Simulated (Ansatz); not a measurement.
# How GeN (hypothetical, Fm-3m) expands on warming, part 3 of 3

How much does GeN (hypothetical) expand with temperature? The crystal structure is hypothetical: it was made by swapping elements on a known structure type.

Ansatz 0.2.0; DFT PBE, scalar-relativistic, plane waves, PAW.

So far. Step 2 (A first coarse run): The start is under -14 GPa at this level and looks like a metal on this mesh. Step 5 (Relaxing to small residual forces and stress): The residual pressure is -0.0056 GPa, small enough for phonons. The relaxed cell has a = 4.488 Å (conventional setting).

### 9. Phonons of the refused cell

The study refused this cell, so its phonons are run alone to see which modes are imaginary.

The input, input.yaml:

```yaml
crystal:
  lattice:
    - [0.0, 2.2442366426, 2.2442366426]
    - [2.2442366426, 0.0, 2.2442366426]
    - [2.2442366426, 2.2442366426, 0.0]
  atoms:
    - { symbol: Ge, position: [0.0, 0.0, 0.0] }
    - { symbol: "N", position: [0.5, 0.5, 0.5] }
kpoints:
  mp_grid: { grid: [16, 16, 16] }
hamiltonian:
  xc: pbe
scf:
  occupations: { method: methfessel_paxton, width: 0.15 }
output:
  eigenvalues: true
phonons:
  method: dfpt
  qmesh: [4, 4, 4]
  temperatures: { t_max: 1000, t_step: 50 }
  qpath:
    path:
      - [[0.0, 0.0, 0.0], [0.5, 0.0, 0.5], [0.625, 0.25, 0.625]]
      - [[0.375, 0.375, 0.75], [0.0, 0.0, 0.0], [0.5, 0.5, 0.5], [0.5, 0.25, 0.75], [0.5, 0.0, 0.5]]
    npoints: 10
```

Started as:

```sh
$ ansatz run input.yaml --threads 4 --pin off --max-ram 8192MiB --backend cpu --events-out ev --progress --plain --runs-dir out
```

Numbers of over 12 decimals in the logs are rounded to 6 here.

The log of the run:

```text
[...]
Crystal: 2 atoms, lattice volume = 22.607 Å³
Basis set: ecut = 420 eV, 459 PW (Γ), exchange–correlation on 48×48×48 points (8 copies of the dense FFT grid, shifted against one another)
Bands: 14, of which v1, the nominal top of the filled ones, is band 10 counted from 1 (9 counted from 0)
Symmetry: 48 space group operations
k-points: 145 of 4096
[...]
SCF iter   1: F=—  HF=-4677.626159 eV  |F-HF|=—  |Δ(HF+E_count)|=         —  Δρ=3.86e-3  dr2=3.63e-3  ethr=1.77e-3  ⟨swp⟩=5.0  Hψ=9407  notcnv=0
[...]
SCF iter   9: F=-4677.625211 eV  HF=-4677.625211 eV  |F-HF|=9.09e-13  |Δ(HF+E_count)|=  9.09e-12  S|Δr|=    0.00e0  Δρ=8.82e-9  dr2=6.61e-15  ethr=1.00e-12  ⟨swp⟩=4.0  Hψ=6796  notcnv=0
SCF 1 converged in 9 iterations: F = -4677.625211 eV  dr2 = 6.61e-15
[...]
phonons: the bands overlap, so this run is a metal and interpolates without the dipole-dipole term. If the crystal is really an insulator or semiconductor, its LO-TO splitting is missing
NSCF: frozen V_eff on 145 k-points
[...]
DFPT response loops at q = (0, 0, 0) (fractional): preconditioner auto → Kerker (q_TF=auto, 2.650 Å⁻¹) (partly filled bands, converged f_vac=0.000); β = 1.00, the filter's whole step (`scf.mixing.beta` (0.50) is not read by the response loops under this deck's `scf.mixing.preconditioner`; to damp them name `kerker` or `kerker_dos`, under which they read `scf.mixing.beta`, and type it under 1.00, their step now; both keys bind the ground state too); Broyden in place of MSR1
[...]
SCF converged after 9 iterations
[...]
Free energy (F): -4677.625211 eV
[...]
Internal energy: -4677.625109 eV  (E = F + TS)
E sigma→0 (E₀):  -4677.625186 eV
Entropy (-TS):   -0.000102 eV (-0.051 meV/atom)
Fermi energy:    13.232905 eV
[...]
--- Band table (eV; the first three rows and the last of 145) ---
  k-point 0: bands = [... 6 lower, 9.7195, 10.4376, 10.4376, 10.4376, 21.8441, 21.8441, 21.8441, 23.6262]
  k-point 1: bands = [... 6 lower, 8.9244, 10.4368, 10.4368, 11.1448, 21.1943, 21.4706, 21.4706, 23.5839]
  k-point 2: bands = [... 6 lower, 7.7923, 10.4349, 10.4349, 12.0077, 19.9928, 20.6622, 20.6622, 23.4786]
  k-point 144: bands = [... 6 lower, 4.9506, 6.0182, 6.0182, 13.3835, 17.4029, 19.5971, 19.5971, 25.9632]
--- Phonons (Γ-DFPT): 2 representative perturbations + reference (Σ response iterations 7) ---
  ASR residual: 5.203e-6 → 0.000e0 eV/Å²; symmetrization residual: 3.379e-6 eV/Å²
  ASR residual per site (eV/Å²): 4.10e-7 5.20e-6
  Γ frequencies (cm⁻¹): -209.63 -209.63 -209.63 0.00 0.00 0.00
--- Phonons (arbitrary-q DFPT): 8 irreducible q on the 4×4×4 mesh ---
  q = [0.0000, 0.0000, 0.0000] (star 1, of the zone-centre solve; hermiticity 3.56e-6, symmetrization 5.99e-13): -209.63 -209.63 -209.63 -0.00 0.00 0.00
  q = [0.0000, 0.0000, 0.2500] (star 8, 2 solved perturbations on 2176 of 4096 k-point pairs; hermiticity 1.14e-6, symmetrization 1.71e-12): -364.03 39.12 39.12 163.04 163.04 211.48
[...]
q = [0.0000, 0.2500, 0.2500] (star 6, 4 solved perturbations in 3616 linear systems a pass and spin channel, the states on 1160 of 4096 k-point pairs; hermiticity 3.05e-7, symmetrization 2.93e-13): -185.63 -185.63 139.47 139.47 162.60 303.38
[...]
sum rule: each row above includes the acoustic sum rule's correction from the zone centre's row sums; it moved no ω² by more than (0.32 cm⁻¹)²
  mesh force constants: q→R imaginary residual 5.04e-18; ASR residual 5.203e-6 → 0.000e0 eV/Å²; symmetrization residual 4.441e-15 eV/Å²
  interpolated dispersion: 62 rows × 6 modes
  density of states and harmonic sums: on the 24×24×24 q-mesh, interpolated from the force constants of a 4×4×4 supercell (no non-analytic term)
  largest difference from the sums on the solved wave vectors: F 3.95e-2 eV, S 5.41e-5 and C_V 1.47e-5 eV/K
  zero-point energy: 0.052310 eV/cell   skipped modes (ω ≤ 0): 713, of them read as no rigid motion or as one in doubt: 710 (1.670e0 modes/cell left out, lowest -370.78 cm⁻¹)   left out of the sums: 2.78e-1 of the cell's modes: C_V's classical limit lies that fraction below 3 k_B per atom; for a crystal, a wire or a layer, F and S can be off by more, and a phonons.interpolated_qmesh denser along its periods is the remedy for the sampling
```

It took 4 min on 4 threads of Arm Neoverse V2, shared host; peak memory 3.3 GiB; 15 min of CPU time.

This step gave:

- Γ frequencies: -209.6, -209.6, -209.6, 0, 0, 0 cm⁻¹ (negative: imaginary)
- lowest frequency on the path: -370.9 cm⁻¹
- point group: m-3m
- highest frequency: 343.6 cm⁻¹

No LO-TO term. Phonon branches along the path, in cm⁻¹:

| point | branch 1 | branch 2 | branch 3 | branch 4 | branch 5 | branch 6 |
| --- | --- | --- | --- | --- | --- | --- |
| Γ | -210 | -210 | -210 | 0 | 0 | 0 |
| halfway | -186 | -186 | 140 | 140 | 163 | 303 |
| X | -165 | -165 | 113 | 192 | 192 | 331 |
| halfway | -183 | -117 | 92 | 200 | 210 | 307 |
| U | -200 | -41 | 67 | 233 | 262 | 264 |
| jump to K | -200 | -41 | 67 | 233 | 262 | 264 |
| halfway | -221 | -203 | 75 | 162 | 227 | 280 |
| Γ | -210 | -210 | -210 | 0 | 0 | 0 |
| halfway | -364 | 39 | 39 | 163 | 163 | 212 |
| L | -329 | 107 | 107 | 293 | 293 | 309 |
| halfway | -242 | 86 | 162 | 178 | 285 | 298 |
| W | -88 | -88 | 174 | 194 | 260 | 260 |
| halfway | -151 | -92 | 71 | 205 | 218 | 293 |
| X | -165 | -165 | 113 | 192 | 192 | 331 |

The phonon branches as a text plot (rows in cm⁻¹):

```
    329 |       *******      **                    *           **
    299 |      *       **  **  *               *********     **
    269 |                ****** *             **  **   ******
    239 |    **         *****  ***           **     *      ***
    210 |              **    ***            **       *     *****
    180 |        ******          *         *          *****    **
    150 |    *****              * **        *        **    *
    120 |   ***   *****          *        **    *****          **
     91 |  **          *   *****  ***    *    **    ***     * *
     61 | **            * *     **  **    *  *         *     *
     31 | *              *           *  **  *
      1 |*                            **                    **
    -29 |                 *       **                    *
    -58 |               *                                  *
    -88 |                  **              *             **
   -118 |  *           *     **     *                    * ** *
   -148 |        ***  *      **           *                  ***
   -177 |      **   ****   **  *     *   *              *      **
   -207 |**  **         ***     *    ****              *
   -237 |  **                    *****  *             *
   -267 |                        ***     *           *
   -296 |                                 *         *
   -326 |                                       ****
   -356 |                                  *****
         Γ           X  U|K            Γ         L        W     X
```

Tetrahedra on 24 24 24, mean over bins of 10 cm⁻¹. The phonon density of states by wavenumber; read off at these points:

| wavenumber (cm⁻¹) | phonon density of states (1/cm⁻¹/cell) |
| --- | --- |
| -375 | 0 |
| -355 | 0.00104 |
| -335 | 0.00212 |
| -315 | 0.00317 |
| -295 | 0.00361 |
| -275 | 0.00421 |
| -255 | 0.00474 |
| -235 | 0.00531 |
| -215 | 0.0067 |
| -195 | 0.00834 |
| -185 | 0.00848 |
| -165 | 0.0102 |
| -145 | 0.00582 |
| -125 | 0.00452 |
| -105 | 0.00407 |
| -85 | 0.00481 |
| -65 | 0.00431 |
| -45 | 0.00313 |
| -25 | 0.00245 |
| -5 | 0.00213 |
| 15 | 0.00191 |
| 35 | 0.00241 |
| 55 | 0.0045 |
| 75 | 0.00935 |
| 95 | 0.0175 |
| 105 | 0.0216 |
| 115 | 0.0149 |
| 135 | 0.0167 |
| 155 | 0.00995 |
| 165 | 0.00849 |
| 185 | 0.0203 |
| 195 | 0.0255 |
| 205 | 0.0224 |
| 225 | 0.0138 |
| 245 | 0.0112 |
| 265 | 0.0149 |
| 285 | 0.0214 |
| 305 | 0.0287 |
| 325 | 0.00327 |
| 345 | 1.2e-4 |

No LO-TO term. Modes at Γ, with each element's share of the kinetic energy (negative means imaginary):

| mode | frequency (cm⁻¹) | symmetry | Ge % | N % |
| --- | --- | --- | --- | --- |
| 1 | -209.6 | T1u | 16 | 84 |
| 2 | -209.6 | T1u | 16 | 84 |
| 3 | -209.6 | T1u | 16 | 84 |
| 4 | 0.0 | T1u | 84 | 16 |
| 5 | 0.0 | T1u | 84 | 16 |
| 6 | 0.0 | T1u | 84 | 16 |

Displacements in mode 3 (-209.6 cm⁻¹), the largest set to 1:
```
Ge1  0.00  0.05 -0.19
N2   0.00 -0.26  1.00
```

Lowest modes at the softest wavevector of the mesh; phase exp(i q.(R + tau)). Modes at q = (0.000, 0.250, 0.000), with each element's share of the kinetic energy (negative means imaginary):

| mode | frequency (cm⁻¹) | Ge % | N % |
| --- | --- | --- | --- |
| 1 | -364.0 | 5 | 95 |
| 2 | 39.1 | 95 | 5 |
| 3 | 39.1 | 95 | 5 |
| 4 | 163.0 | 5 | 95 |
| 5 | 163.0 | 5 | 95 |
| 6 | 211.5 | 95 | 5 |

Displacements in mode 1 (-364.0 cm⁻¹), the largest set to 1, in the home cell (x, y, z of the real part, then of the imaginary part):
```
Ge1 -0.07  0.07 -0.07  0.07 -0.07  0.07
N2   1.00 -1.00  1.00  0.00  0.00  0.00
```

Displacements in mode 5 (163.0 cm⁻¹), the largest set to 1, in the home cell (x, y, z of the real part, then of the imaginary part):
```
Ge1 -0.02  0.05  0.07  0.02 -0.04 -0.07
N2  -0.35  0.65  1.00  0.00  0.01  0.00
```

The modes has structure finer than the step of the table below, so its rows give means over 20 cm⁻¹, whole bins alone (the curve runs from -380 to 363 cm⁻¹). Peaks (cm⁻¹: height): Ge -160.7: 0.0036, 101.2: 0.0192, 194.7: 0.0131, 302.2: 0.00935; N -198.1: 0.00621, 199.4: 0.0110, 302.2: 0.0165.

Phonopy on the run's constants, 21x21x21 mesh, Gaussian sigma 5.3 cm⁻¹. The modes by wavenumber; means over each step; values in 1/cm⁻¹/cell:

| wavenumber (cm⁻¹) | Ge | N |
| --- | --- | --- |
| -360 | 3.3e-5 | 8.2e-4 |
| -340 | 8.2e-5 | 0.00199 |
| -320 | 1.1e-4 | 0.00260 |
| -300 | 2.2e-4 | 0.00349 |
| -280 | 3.5e-4 | 0.00372 |
| -260 | 4.6e-4 | 0.00376 |
| -240 | 7.9e-4 | 0.00468 |
| -220 | 0.00127 | 0.00538 |
| -200 | 0.00180 | 0.00573 |
| -180 | 0.00252 | 0.00592 |
| -160 | 0.00325 | 0.00541 |
| -140 | 0.00258 | 0.00335 |
| -120 | 0.00201 | 0.00213 |
| -100 | 0.00285 | 0.00226 |
| -80 | 0.00237 | 0.00174 |
| -60 | 0.00285 | 0.00160 |
| -40 | 0.00240 | 0.00109 |
| -20 | 0.00139 | 7.5e-4 |
| 0 | 2.2e-4 | 8.5e-5 |
| 20 | 0.00103 | 3.0e-4 |
| 40 | 0.00246 | 6.2e-4 |
| 60 | 0.00551 | 0.00128 |
| 80 | 0.00955 | 0.00155 |
| 100 | 0.0168 | 0.00224 |
| 120 | 0.0124 | 0.00330 |
| 140 | 0.0103 | 0.00376 |
| 160 | 0.00685 | 0.00354 |
| 180 | 0.0102 | 0.00692 |
| 200 | 0.0121 | 0.0102 |
| 220 | 0.00766 | 0.00776 |
| 240 | 0.00502 | 0.00712 |
| 260 | 0.00528 | 0.00923 |
| 280 | 0.00595 | 0.0136 |
| 300 | 0.00810 | 0.0156 |
| 320 | 0.00291 | 0.00551 |
| 340 | 2.6e-4 | 8.5e-4 |

The lowest solved frequency is -364 cm⁻¹, so the cell is unstable here and gives no valid free energy.

### 10. What came out

```json
{"lowest frequency at the solved wavevectors": "-364 cm⁻¹"}
```

In words: With imaginary harmonic modes at the relaxed cell the quasi-harmonic free energy is undefined, so no expansion is obtained for this phase at this level. The softest solved mode is 364i cm⁻¹ at q = (0, 0, 0.25), and 8 of 8 solved wavevectors carry a mode beyond 8i cm⁻¹. In a metal soft modes also hang on the k-mesh and the smearing, which were not converged here. The cell has an odd number of electrons and the run has no spin polarisation, so it is forced to be a metal; the real compound may order or distort.

[Logs are printed without paths, hosts, clocks, repeated set-up lines and the standing remarks that a program may print on its own settings, such as how far it seeks lower states.]

[Hosts, paths, dates, database ids (printed as entryN), source tags and the programs' standing remarks are cut or masked in the printed files.]

[A step with changed settings may run another functional than the one named; its input shows which.]
